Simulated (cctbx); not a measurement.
# What is wrong with this refinement?

Cell a = 4.0080 Å, b = 4.0080 Å, c = 4.0080 Å, α = 90.00°, β = 90.00°, γ = 90.00°; space group Pm-3m (no. 221).

The data are simulated with cctbx, not measured: Ag Kα, λ = 0.56087 Å, to d = 0.77 Å, 70 % of the full sphere, strongest reflection 40000 counts, noise from counting, a 2 % proportional error and a noise floor of 2 counts (s.d.); no absorption.

An anisotropic refinement with weights 1/σ² prints:

```text
Rint 0.017, 30 unique reflections to 0.77 A
cycle     R1     wR2    GooF  max shift (A)
   1  0.0071  0.0316   2.904   0.00000
   2  0.0030  0.0091   0.835   0.00000
final R1 0.0030 wR2 0.0091 GooF 0.835  parameters 4  data/parameter 7.5
atom        x        y        z      Ueq    occ   su(xyz)  su(Uiso or U11)
Pb1    0.00000  0.00000  0.00000   0.0059  1.000  0.00000  0.0001
Ir1    0.50000  0.00000  0.50000   0.0045  1.000  0.00000  0.0001
H1     0.50000  0.50000  0.50000   0.0299  1.000  0.00000  0.0428
difference map: max 0.54 min -0.36 rms 0.11
Q1    0.1403  0.5000  0.5000    6    0.55  0.56 A from Ir1
Q2    0.0000  0.0000  0.0000    1    0.41  0.00 A from Pb1
Q3    0.4001  0.4001  0.4001    8    0.29  0.69 A from H1
Q4    0.0000  0.0000  0.2104    6    0.24  0.84 A from Pb1
Q5    0.0000  0.3467  0.5000   12    0.22  0.61 A from Ir1
Q6    0.0000  0.1302  0.5000   12    0.20  1.48 A from Ir1
```

Q: Accept it or mend it, and why?

Mend it. The fault: wrong element: Pb1 is Tl. Against the right model at the same level, R1 goes from 0.0022 to 0.0030 and GooF from 0.66 to 0.83. Pb1 has 1 electron too many and its U swells to shed them, as expected (near an absorption edge f′ can widen the mismatch well beyond the difference in Z). The signs are weak, and the output alone doesn't single this fault out.

The compound is TlHIr3. The right model at the same level gives:

```text
Rint 0.017, 30 unique reflections to 0.77 A
cycle     R1     wR2    GooF  max shift (A)
   1  0.0063  0.0238   2.190   0.00000
   2  0.0022  0.0072   0.664   0.00000
final R1 0.0022 wR2 0.0072 GooF 0.663  parameters 4  data/parameter 7.5
atom        x        y        z      Ueq    occ   su(xyz)  su(Uiso or U11)
Tl1    0.00000  0.00000  0.00000   0.0053  1.000  0.00000  0.0001
Ir1    0.50000  0.00000  0.50000   0.0047  1.000  0.00000  0.0001
H1     0.50000  0.50000  0.50000   0.0315  1.000  0.00000  0.0357
difference map: max 0.39 min -0.41 rms 0.09
Q1    0.3708  0.3708  0.3708    8    0.39  0.90 A from H1
Q2    0.1731  0.5000  0.5000    6    0.33  0.69 A from Ir1
Q3    0.0000  0.0000  0.1451    6    0.29  0.58 A from Tl1
Q4    0.0000  0.0000  0.3579    6    0.20  1.43 A from Tl1
Q5    0.1159  0.1159  0.5000   12    0.19  1.61 A from Ir1
Q6    0.0000  0.3162  0.5000   12    0.18  0.74 A from Ir1
```

The model was made for the exercise: a known structure type with other elements put in, its volume estimated, not relaxed; displacement parameters are assumed.

[Middle refinement cycles are left out of these outputs.]

[Logs are printed without paths, hosts, clocks, repeated set-up lines and the standing remarks that a program may print on its own settings, such as how far it seeks lower states.]
